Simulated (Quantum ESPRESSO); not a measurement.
Consider SiO2 (Stishovite, P4_2/mnm).

```cif
data_structure
_symmetry_space_group_name_H-M 'P 1'
_symmetry_Int_Tables_number 1
_cell_length_a 4.1773
_cell_length_b 4.1773
_cell_length_c 2.6652
_cell_angle_alpha 90.000
_cell_angle_beta 90.000
_cell_angle_gamma 90.000
_cell_volume 46.51
loop_
_atom_site_label
_atom_site_type_symbol
_atom_site_fract_x
_atom_site_fract_y
_atom_site_fract_z
_atom_site_occupancy
Si1 Si 0.50000 0.50000 0.50000 1
Si2 Si 0.00000 0.00000 0.00000 1
O3 O 0.80590 0.19410 0.50000 1
O4 O 0.69410 0.69410 0.00000 1
O5 O 0.19410 0.80590 0.50000 1
O6 O 0.30590 0.30590 0.00000 1
```

Absorber: atom 1, with 4 O at 1.76 Å and 2 O at 1.81 Å (octahedral, site symmetry mmm). Method: Quantum ESPRESSO XSpectra, PBE, full core hole (charged cell), 12-atom cell with 5.0 Å between holes, 6×6×6 k points, dipole transitions, Lorentzian half width 0.3 eV up to 4 eV, rising linearly to 2.5 eV at 25 eV (counted from xe0, 1.6 eV below the zero used here).

Q: What does the Si K edge look like?

Main maxima up to 24 eV above the zero (height): 5.5 eV (3.40). A K edge sees empty p states on the absorber. The total-energy difference plus the lowest empty eigenvalue puts the zero at 1856.56 eV. One term is added: -14.97 eV, since the hole is spin-paired here and a spin-polarised one costs that much less in the free atom (computed apart). The photon energy is then 1841.59 eV. The tabulated edge of the element is 1839 eV. The functional and the charged cell's background leave an error of a few eV in such absolute values.

The Si K spectrum (energy from the lowest empty level; intensity scaled to a mean of 1 over the first 20 eV; the points at xe0, where the cut of filled states can leave a spike, are interpolated; polarised curves are means over the symmetry-equivalent atoms):

```csv
E (eV),isotropic,ε ⊥ c,ε ∥ c
-2.0,0.03,0.03,0.03
-1.5,0.04,0.04,0.03
-1.0,0.04,0.05,0.04
-0.5,0.05,0.06,0.04
0.0,0.07,0.08,0.05
0.5,0.10,0.11,0.07
1.0,0.15,0.18,0.09
1.5,0.21,0.25,0.12
2.0,0.25,0.31,0.15
2.5,0.32,0.38,0.20
3.0,0.69,0.83,0.41
3.5,1.74,2.12,1.00
4.0,2.60,3.05,1.70
4.5,2.93,3.38,2.03
5.0,3.21,3.75,2.12
5.5,3.39,3.87,2.43
6.0,3.01,3.08,2.85
6.5,2.35,1.99,3.09
7.0,1.85,1.33,2.89
7.5,1.44,1.03,2.28
8.0,1.23,0.92,1.86
8.5,1.12,0.85,1.66
9.0,1.03,0.82,1.44
9.5,0.95,0.81,1.24
10.0,0.89,0.78,1.10
10.5,0.82,0.72,1.01
11.0,0.75,0.65,0.95
11.5,0.69,0.60,0.89
12.0,0.64,0.55,0.81
12.5,0.58,0.51,0.74
13.0,0.55,0.48,0.69
13.5,0.53,0.46,0.65
14.0,0.51,0.45,0.62
14.5,0.49,0.44,0.59
15.0,0.48,0.44,0.56
15.5,0.47,0.43,0.54
16.0,0.45,0.43,0.51
16.5,0.45,0.43,0.48
17.0,0.44,0.44,0.45
17.5,0.44,0.45,0.43
18.0,0.45,0.46,0.41
18.5,0.45,0.48,0.41
19.0,0.46,0.49,0.40
19.5,0.47,0.50,0.41
20.0,0.47,0.51,0.41
20.5,0.48,0.51,0.41
21.0,0.48,0.51,0.42
21.5,0.48,0.51,0.43
22.0,0.48,0.50,0.43
22.5,0.48,0.50,0.43
23.0,0.48,0.50,0.44
23.5,0.48,0.49,0.44
24.0,0.48,0.49,0.45
24.5,0.48,0.49,0.45
25.0,0.48,0.49,0.46
25.5,0.48,0.49,0.46
26.0,0.47,0.48,0.46
26.5,0.47,0.48,0.45
27.0,0.47,0.48,0.44
27.5,0.46,0.47,0.44
28.0,0.45,0.46,0.44
28.5,0.45,0.46,0.44
29.0,0.45,0.46,0.44
29.5,0.45,0.45,0.45
30.0,0.45,0.45,0.44
30.5,0.45,0.45,0.44
31.0,0.44,0.45,0.43
31.5,0.44,0.44,0.43
32.0,0.43,0.44,0.42
```

The holes are only 5.0 Å apart, so the shape is probably not converged with cell size; no larger cell was run here. Lifetime broadening is put in by hand, and intensities beyond about 20 eV depend on it and on the partial waves; weight that the partial waves miss at high energy is lost. The structure is a published determination, not relaxed.

[Banner, clock and machine lines of the logs are left out without a mark of their own.]

[Logs are printed without paths, hosts, clocks, repeated set-up lines and the standing remarks that a program may print on its own settings, such as how far it seeks lower states.]

[Hosts, paths, dates, database ids (printed as entryN), source tags and the programs' standing remarks are cut or masked in the printed files.]

[Lists of maxima count a maximum above −3 eV only where it reaches 4 % of the highest in the window and stands out from its surroundings by 2 % of it (1.5 % where it reaches 55 %); shoulders and weaker maxima are passed over, and of the rest the first, up to two pre-edge ones and the few strongest are named.]
